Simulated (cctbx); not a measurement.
# Lattice, Laue class and space group of a new crystal

Cell: a = 7.1090 Å, b = 5.5830 Å, c = 9.6610 Å, α = 90.00°, β = 91.57°, γ = 90.00°. Expected content of the cell: Eu2 Cd1 Sr1 K4.

The data are simulated with cctbx, not measured: Ag Kα, λ = 0.56087 Å, to d = 0.77 Å, 95 % of the full sphere, strongest reflection 70000 counts, noise from counting, a 4 % proportional error and a noise floor of 4 counts (s.d.); no absorption, some extinction.

Tests on the unmerged data give:

```text
3359 reflections to d = 0.770 A
centring   violations  <I/sigma> of those
    A       1628 of  1673     18.8
    B       1633 of  1683     18.8
    C       1651 of  1686     18.8
    I       1630 of  1652     18.9
    R       2196 of  2250     18.7
    F       2456 of  2521     18.8
Laue class    unique    Rint  (classes that these axes allow; Friedel mates merged)
P -1             1760   0.036
P 1 2/m 1         978   0.039
space group    extra absences  I>4sigma  <I/sigma>
P 1 2 1                 0          0         -  acentric
P 1 m 1                 0          0         -  acentric
P 1 2/m 1               0          0         -  centric
Wilson B = 1.26 A^2   <|E^2-1|> = 0.846 (0.968 centric, 0.736 acentric)   E^2>4: 1.1 %
shell (A)         n   <I/sigma>
 9.66 - 1.54    137     26.8
 1.54 - 1.22    118     24.6
 1.22 - 1.07    126     27.8
 1.07 - 0.97    120     24.1
 0.97 - 0.90    114     25.8
 0.90 - 0.85    125     25.2
 0.85 - 0.81    111     23.9
 0.81 - 0.77    127     24.3
```

**Question.** What are the lattice type, the Laue class and the likely space group?

Every centring test has many violations, so the lattice is primitive.

Rint stays low (0.036 to 0.039) up to P 1 2/m 1, the highest class in these axes.

3 settings pass the absence test. No glide or screw absences show, which leaves P 1 2 1, P 1 m 1 and P 1 2/m 1.

⟨|E²−1|⟩ = 0.846 lies between the two ideal values. The Wilson B of 1.26 Å² means U ≈ 0.0160 Å².

The true group is Pm (no. 6), Laue class 2/m, non-centrosymmetric. The tables only narrow the choice to the tied entries; cell content, site symmetry and trial solutions must settle it.

This is a model crystal, built by substitution and not relaxed, with assumed displacement parameters.

[Logs are printed without paths, hosts, clocks, repeated set-up lines and the standing remarks that a program may print on its own settings, such as how far it seeks lower states.]
